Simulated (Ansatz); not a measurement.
# MgO (Periclase, Fm-3m): the dielectric response against the k mesh, part 2 of 2

Aim: how dense a k mesh do ε∞ and the zone-centre modes of MgO (Periclase, Fm-3m) need?

Ansatz 0.2.0; DFT PBEsol, scalar-relativistic, plane waves, PAW; PAW set soft_1.

So far: The starting structure; Relaxation. The relaxed cell has a = 4.215 Å (conventional setting).

The database entry behind the starting cell differs from later determinations by our own check (about 0.1 % long), so it need not match the best structure at ambient conditions.

## 3. Tight relaxation

Phonons need small forces and stress, so the relaxation is finished with tight tolerances on 12×12×12 k points.

input.yaml reads:

```yaml
crystal:
  lattice:
    - [0.0, 2.1074832131, 2.1074832131]
    - [2.1074832131, 0.0, 2.1074832131]
    - [2.1074832131, 2.1074832131, 0.0]
  atoms:
    - { symbol: O, position: [0.5, 0.5, 0.5] }
    - { symbol: Mg, position: [0.0, 0.0, 0.0] }
kpoints:
  mp_grid: { grid: [12, 12, 12] }
hamiltonian:
  xc: pbesol
  pseudopotentials: { kind: paw, azcp: { folder: soft_1 }, xc_functional: pbe }
scf:
  occupations: { method: fixed }
output:
  forces: true
  stress: true
  eigenvalues: true
  write_density: true
  write_potential: true
  elf: true
  volumetric_format: npy
relax:
  adjacent_minimum: "off"
  f_tol: 0.001
  max_steps: 60
  cell: { stress_tol: 0.01 }
```

Command:

```console
$ ansatz run input.yaml --threads 4 --pin off --max-ram 10240MiB --backend cpu --events-out ev --progress --plain --runs-dir out
```

Numbers of over 12 decimals in the logs are rounded to 6 here.

What it wrote:

```text
[...]
Crystal: 2 atoms, lattice volume = 18.721 Å³
Basis set: ecut = 420 eV, 339 PW (Γ), exchange–correlation on 40×40×40 points (8 copies of the dense FFT grid, shifted against one another)
Bands: 12, of which v1, the nominal top of the filled ones, is band 8 counted from 1 (7 counted from 0)
Symmetry: 48 space group operations
[...]
k-points: 72 of 1728
[...]
k-point 71: bands = [... 4 lower, -7.6378, 4.9361, 4.9361, 6.1251, 19.3973, 19.3973, 19.9585, 23.2874]
--- Relaxed structure (1 steps of the walk, 1 accepted, 1 SCFs on fresh bases) ---
[...]
cell:  # Å, volume = 18.7207 Å³
    - [0.0, 2.1074832131, 2.1074832131]
    - [2.1074832131, 0.0, 2.1074832131]
    - [2.1074832131, 2.1074832131, 0.0]
  atoms:
    - { symbol: O, position: [0.5, 0.5, 0.5] }
    - { symbol: Mg, position: [0.0, 0.0, 0.0] }
[key lines of the parts left out:]
SCF converged after 6 iterations
Free energy (F): -2475.874240 eV
Fermi energy:    7.908775 eV
P = ⅓ Tr σ = -0.0054 GPa (-0.054 kbar)
```

Wall time 0.88 s (4 threads of AMD EPYC 7B13 (Zen 3), shared host); peak memory 0.33 GiB; 2.6 s of CPU time.

Little changed from the start: no atom moved by 0.005 Å and no cell edge by 0.1 %.

This step gave:

- pressure: -0.005360 GPa

Valence density in the ac plane of the conventional cell at fractional y = 0.000, with atoms of O and Mg within 0.2 Å of it. It is the smooth field of the valence electrons, not physical close to the nuclei.

Ten steps, logarithmic in the rise over the least value, from '_' (0 e/Å³) to '@' (26 e/Å³), each cell a mean:
```
@@##::__::==**##++--....++%%
++--____..--==++==::____..++
..________..::::::..______..
....__________..__________..
==--..______::--..____..::--
**++--..__--##%%**..__::==++
##**==....++@@@@%%--..::++##
##++--....++%%@@##::__::==**
++==::____..++++--____..--==
::::..______....________..::
..__________......__________
--..____..::--==--..______::
%%**..__::==++**++--..__--##
@@%%--..::++####**==....++@@
```
Columns run along a (4.2 Å), rows up along c (4.2 Å), edges of the conventional cell, whose origin can differ from the input's. Atoms in or near the plane, at fractional coordinates: O at (0.50, 0.00), O at (0.00, 0.50), Mg at (0.00, 0.00), Mg at (0.50, 0.50).

ELF in the ac plane of the conventional cell at fractional y = 0.000, with atoms of O and Mg within 0.2 Å of it. It is the smooth field of the valence electrons, not physical close to the nuclei.

Values, 14 rows by 14 columns, each cell a mean:
```
0.22 0.30 0.15 0.24 0.68 0.79 0.65 0.56 0.75 0.79 0.49 0.12 0.24 0.26
0.27 0.20 0.07 0.20 0.57 0.77 0.79 0.79 0.80 0.71 0.39 0.09 0.12 0.24
0.13 0.11 0.08 0.13 0.33 0.57 0.68 0.70 0.65 0.46 0.21 0.08 0.09 0.12
0.51 0.47 0.32 0.16 0.13 0.20 0.24 0.25 0.22 0.15 0.11 0.21 0.39 0.49
0.79 0.76 0.62 0.32 0.08 0.07 0.15 0.18 0.12 0.06 0.15 0.46 0.71 0.79
0.69 0.78 0.76 0.47 0.11 0.20 0.30 0.28 0.27 0.12 0.22 0.65 0.80 0.75
0.41 0.69 0.79 0.51 0.13 0.27 0.22 0.14 0.28 0.18 0.25 0.70 0.79 0.56
0.56 0.75 0.79 0.49 0.12 0.24 0.26 0.22 0.30 0.15 0.24 0.68 0.79 0.65
0.79 0.80 0.71 0.39 0.09 0.12 0.24 0.27 0.20 0.07 0.20 0.57 0.77 0.79
0.70 0.65 0.46 0.21 0.08 0.09 0.12 0.13 0.11 0.08 0.13 0.33 0.57 0.68
0.25 0.22 0.15 0.11 0.21 0.39 0.49 0.51 0.47 0.32 0.16 0.13 0.20 0.24
0.18 0.12 0.06 0.15 0.46 0.71 0.79 0.79 0.76 0.62 0.32 0.08 0.07 0.15
0.28 0.27 0.12 0.22 0.65 0.80 0.75 0.69 0.78 0.76 0.47 0.11 0.20 0.30
0.14 0.28 0.18 0.25 0.70 0.79 0.56 0.41 0.69 0.79 0.51 0.13 0.27 0.22
```
Columns run along a (4.2 Å), rows up along c (4.2 Å), edges of the conventional cell, whose origin can differ from the input's. Atoms in or near the plane, at fractional coordinates: O at (0.50, 0.00), O at (0.00, 0.50), Mg at (0.00, 0.00), Mg at (0.50, 0.50).

Electrostatic potential energy in the ac plane of the conventional cell at fractional y = 0.000, with atoms of O and Mg within 0.2 Å of it. With pseudopotentials it is smooth inside the atoms' cores, unlike the true potential.

Values in eV, 14 rows by 14 columns, each cell a mean:
```
-75 -54 -14   5   7 -13 -29 -33 -24  -1   8   0 -32 -68
-39 -22  -1   8  10   3 -13 -17  -6   8  10   5  -9 -32
 -2   2   7  10  11  10   7   6   9  11  11   9   5   0
  8   9  10  11  10   8   5   5   7   9  10  11  10   8
 -5   4  10  10   7  -1 -14 -19  -8   4   9  11   8  -1
-27 -18   4   9   2 -22 -54 -63 -40  -8   7   9  -6 -24
-40 -27  -5   8  -2 -39 -75 -76 -63 -19   5   6 -17 -33
-33 -24  -1   8   0 -32 -68 -75 -54 -14   5   7 -13 -29
-17  -6   8  10   5  -9 -32 -39 -22  -1   8  10   3 -13
  6   9  11  11   9   5   0  -2   2   7  10  11  10   7
  5   7   9  10  11  10   8   8   9  10  11  10   8   5
-19  -8   4   9  11   8  -1  -5   4  10  10   7  -1 -14
-63 -40  -8   7   9  -6 -24 -27 -18   4   9   2 -22 -54
-76 -63 -19   5   6 -17 -33 -40 -27  -5   8  -2 -39 -75
```
Columns run along a (4.2 Å; values clipped at the 3rd and 97th percentile), rows up along c (4.2 Å), edges of the conventional cell, whose origin can differ from the input's. Atoms in or near the plane, at fractional coordinates: O at (0.50, 0.00), O at (0.00, 0.50), Mg at (0.00, 0.00), Mg at (0.50, 0.50).

The forces vanish by symmetry and the pressure is -0.005 GPa, within the tolerances set. The cell now holds 9.36 Å³/atom.

## 4. Response on one mesh, 4×4×4

Phonons follow from the second derivative of the energy, found here by linear response.

The response is solved on 4×4×4 k points.

input.yaml, the sections that differ from step 3:

```yaml
kpoints:
  mp_grid: { grid: [4, 4, 4] }
output:
  eigenvalues: true
phonons:
  method: dfpt
  dielectric: true
  rigid_motions: translations
  field_mesh: kpoints
# crystal, hamiltonian, scf: as in step 3
# relax: removed
```

What it wrote:

```text
[...]
Crystal: 2 atoms, lattice volume = 18.721 Å³
Basis set: ecut = 420 eV, 339 PW (Γ), exchange–correlation on 40×40×40 points (8 copies of the dense FFT grid, shifted against one another)
Bands: 12, of which v1, the nominal top of the filled ones, is band 8 counted from 1 (7 counted from 0)
Symmetry: 48 space group operations
k-points: 13 of 64 (irreducible under 8 space group operations, time reversal used)
[...]
SCF iter   1: F=—  HF=-2475.863809 eV  |F-HF|=—  |Δ(HF+E_count)|=         —  Δρ=7.13e-2  dr2=4.76e-1  ethr=3.10e-3  ⟨swp⟩=4.6  Hψ=857  notcnv=0  defer=14
[...]
SCF iter   8: F=-2475.860711 eV  HF=-2475.860711 eV  |F-HF|=3.64e-12  |Δ(HF+E_count)|=  7.79e-10  Δρ=1.65e-7  dr2=1.97e-12  ethr=1.00e-12  ⟨swp⟩=6.9  Hψ=858  notcnv=0
SCF 1 converged in 8 iterations: F = -2475.860711 eV  dr2 = 1.97e-12
[...]
NSCF: frozen V_eff on 1 k-points
DFPT response loops at Γ: preconditioner auto → none (the input reference at scf.mixing.eps_inf says where Resta's filter doesn't serve); β = 0.50; Broyden in place of MSR1
WARN: field response: the 4×4×4 k-mesh looks too coarse for the field response at k = (0.0000, 0.0000, 0.0000), direct gap 4.611 eV: take ε∞, Z* and everything formed from them as unconverged in the mesh. The response there varies over an interband length of 1.03 Å as this mesh's differences read it, which a coarse mesh reads short; the mesh's real-space period, 11.9 Å, is under 14 times that, 14.4 Å: field_mesh: auto, beside no phonons.dynamical_quadrupoles, solves it inside a basis that this mesh spans and, under method: fd, where it gets none, on a denser mesh; else type a denser kpoints.mp_grid, and compare
SCF converged after 8 iterations
Free energy (F): -2475.860711 eV
[...]
Internal energy: -2475.860711 eV  (E = F + TS)
E sigma→0 (E₀):  -2475.860711 eV
Fermi energy:    7.924589 eV
[...]
--- Band table (eV; the first three rows and the last of 13) ---
  k-point 0: bands = [... 4 lower, -9.2573, 7.9246, 7.9246, 7.9246, 12.5360, 23.5504, 23.5504, 23.5504]
  k-point 1: bands = [... 4 lower, -8.6405, 5.2361, 7.5829, 7.5829, 14.8909, 20.3159, 24.4074, 24.4074]
  k-point 2: bands = [... 4 lower, -7.9097, 3.2599, 7.2697, 7.2697, 15.6527, 20.3906, 24.0867, 24.0867]
  k-point 12: bands = [... 4 lower, -7.6220, 4.9471, 4.9471, 6.1379, 19.4054, 19.4054, 19.9629, 23.2907]
--- Phonons (Γ-DFPT): 2 representative perturbations + reference, on 13 of 64 k-points (Σ response iterations 6) ---
  k mesh reduced under 8 symmetry operations, with k and −k counted as one. Each operation leaves every solved perturbation unchanged. A smaller set is not considered because the run solves the response to a homogeneous field
  ASR residual: 1.192e-4 → 0.000e0 eV/Å²; symmetrization residual: 1.407e-6 eV/Å²
  ASR residual per site (eV/Å²): 1.07e-4 1.19e-4
  Γ frequencies (cm⁻¹): 0.00 0.00 0.00 386.14 386.14 386.14
  ε∞ (high-frequency dielectric tensor):
        3.167161    -0.000000    -0.000000
        0.000000     3.167161    -0.000000
        0.000000     0.000000     3.167161
  ε⁰ (static dielectric tensor: ions relaxed, cell fixed):
       10.322059     0.000000    -0.000000
        0.000000    10.322059     0.000000
       -0.000000     0.000000    10.322059
  ε⁰ − ε∞ (ionic part):
        7.154898     0.000000    -0.000000
        0.000000     7.154898     0.000000
       -0.000000     0.000000     7.154898
  softest optical mode at Γ: 386.14 cm⁻¹; the repairs (sum rule, projections) moved no ω² at Γ by more than (1.40 cm⁻¹)²
  Born effective charges Z* (e; rows j = field, columns β = displacement):
    site 0:
        -1.97887    0.00000    0.00000
        -0.00000   -1.97887    0.00000
         0.00000    0.00000   -1.97887
    site 1:
         1.97887   -0.00000   -0.00000
         0.00000    1.97887    0.00000
         0.00000   -0.00000    1.97887
  Z* charge neutrality: 6.779e-6 e pre-enforcement
  k-mesh period / interband length: 11.9 Å / 1.03 Å = 11.58 at k = (0.0000, 0.0000, 0.0000), direct gap 4.611 eV — UNDER 14: by this measure the k-mesh is too coarse for the response
  optical modes at Γ without the LO–TO term, one row a degenerate level:
      ω (cm⁻¹)  modes    IR ((D/Å)²/amu)
        386.14      3            28.0916
  optical modes at Γ + LO–TO along q̂ = [1.0000, 0.0000, 0.0000]:
      ω (cm⁻¹)  modes    IR ((D/Å)²/amu)
        386.14      2            18.7277
        697.10      1             9.3639
  optical modes at Γ + LO–TO along q̂ = [0.0000, 1.0000, 0.0000]:
      ω (cm⁻¹)  modes    IR ((D/Å)²/amu)
        386.14      2            18.7277
        697.10      1             9.3639
  optical modes at Γ + LO–TO along q̂ = [0.0000, 0.0000, 1.0000]:
      ω (cm⁻¹)  modes    IR ((D/Å)²/amu)
        386.14      2            18.7277
        697.10      1             9.3639
```

The job ended after 0.84 s (4 threads; peak memory 0.35 GiB; 2.3 s of CPU time).

Reading the cycles: dr2 is the Hartree energy of the density residual (eV), the measure of convergence; HF is the Harris–Foulkes estimate of the energy, which meets the free energy F at convergence.

A gap read on the k-mesh alone can miss the band edges.

This step gave:

* gap on the k-mesh: 4.611 eV
* sum-rule residual before enforcement: 1.19e-4 eV/Å²
* miss of the charge sum rule: 6.78e-6 e
* point group: m-3m
* highest optical mode at the zone centre (no LO-TO term): 386.1 cm⁻¹
* lowest optical zone-centre mode: 386.1 cm⁻¹
* mean high-frequency dielectric constant: 3.167
* largest Born charge (third of the trace): -1.979 e
* mean static dielectric constant: 10.32
* top of the zone-centre spectrum with the field: 697.1 cm⁻¹

The optical mode without the LO-TO term lies at 386.1 cm⁻¹.

## 5. Response on one mesh, 20×20×20

The response is solved on 20×20×20 k points.

input.yaml, as its differences from that of step 4:

```diff
@@ -9,3 +9,3 @@
 kpoints:
-  mp_grid: { grid: [4, 4, 4] }
+  mp_grid: { grid: [20, 20, 20] }
 hamiltonian:
```

What it wrote:

```text
[...]
Crystal: 2 atoms, lattice volume = 18.721 Å³
Basis set: ecut = 420 eV, 339 PW (Γ), exchange–correlation on 40×40×40 points (8 copies of the dense FFT grid, shifted against one another)
Bands: 12, of which v1, the nominal top of the filled ones, is band 8 counted from 1 (7 counted from 0)
Symmetry: 48 space group operations
k-points: 641 of 8000 (irreducible under 8 space group operations, time reversal used)
[...]
optical modes at Γ + LO–TO along q̂ = [1.0000, 0.0000, 0.0000]:
      ω (cm⁻¹)  modes    IR ((D/Å)²/amu)
[...]
optical modes at Γ + LO–TO along q̂ = [0.0000, 1.0000, 0.0000]:
      ω (cm⁻¹)  modes    IR ((D/Å)²/amu)
        387.15      2            18.7586
        692.21      1             9.3793
  optical modes at Γ + LO–TO along q̂ = [0.0000, 0.0000, 1.0000]:
      ω (cm⁻¹)  modes    IR ((D/Å)²/amu)
        387.15      2            18.7586
        692.21      1             9.3793
[key lines of the parts left out:]
SCF converged after 8 iterations
Free energy (F): -2475.874203 eV
Fermi energy:    7.908767 eV
```

It took 15 s on 4 threads; peak memory 0.77 GiB; 53 s of CPU time.

Numbers from this step:

| Item | Value |
| --- | --- |
| gap on the k-mesh | 4.620 eV |
| sum-rule residual before enforcement | 1.29e-4 eV/Å² |
| miss of the charge sum rule | 8.75e-6 e |
| highest optical mode at the zone centre (no LO-TO term) | 387.1 cm⁻¹ |
| lowest optical zone-centre mode | 387.1 cm⁻¹ |
| mean high-frequency dielectric constant | 3.245 |
| largest Born charge (third of the trace) | -1.980 e |
| mean static dielectric constant | 10.37 |
| top of the zone-centre spectrum with the field | 692.2 cm⁻¹ |

The optical mode without the LO-TO term lies at 387.1 cm⁻¹.

For the mean high-frequency dielectric constant, step 4 gave 3.17; this run, with k-mesh 20×20×20 and k divisions 20, gives 3.25 (+2 %).

## 6. All members side by side

The members are set side by side, also those not shown above.

One cell throughout; the field response is solved on the k mesh of the run itself. The response against the k mesh:

```csv
k divisions along a1,ε∞,ε0,"largest Born charge in size, a third of the trace (e)","top mode with the field, highest of q along x, y and z (cm⁻¹)",mode 4 T1u (cm⁻¹)
4,3.167,10.32,1.979,697.1,386.1
6,3.232,10.36,1.98,693.1,387.1
8,3.243,10.37,1.98,692.4,387.1
10,3.245,10.37,1.98,692.2,387.1
12,3.245,10.37,1.98,692.2,387.1
14,3.245,10.38,1.98,692.2,387.1
16,3.245,10.38,1.98,692.2,387.1
20,3.245,10.38,1.98,692.2,387.1
```

## 7. Results

- members: 8
- optical mode (no LO-TO term), 4 k divisions: 386.1 cm⁻¹
- optical mode (no LO-TO term), 20 k divisions: 387.1 cm⁻¹

**Reading.** ε∞ goes from 3.17 at 4 divisions to 3.25 at 20; from 6 divisions on it stays within 1 % of the last value. The highest mode without the field stays within 1 cm⁻¹ of its last value from 6 divisions on. The top mode with the field moves by -4.9 cm⁻¹ over the series. These are harmonic frequencies at zero temperature: anharmonic shifts, linewidths and thermal expansion are left out. The PAW files were made for PBE; the program adapts parts of them to the functional of the run, but their partial waves stay those of PBE, an approximation that was not tested in this session. Only the zone centre was solved, so an instability at another wavevector cannot show here.

[Logs are printed without paths, hosts, clocks, repeated set-up lines and the standing remarks that a program may print on its own settings, such as how far it seeks lower states.]

[Hosts, paths, dates, database ids (printed as entryN), source tags and the programs' standing remarks are cut or masked in the printed files.]
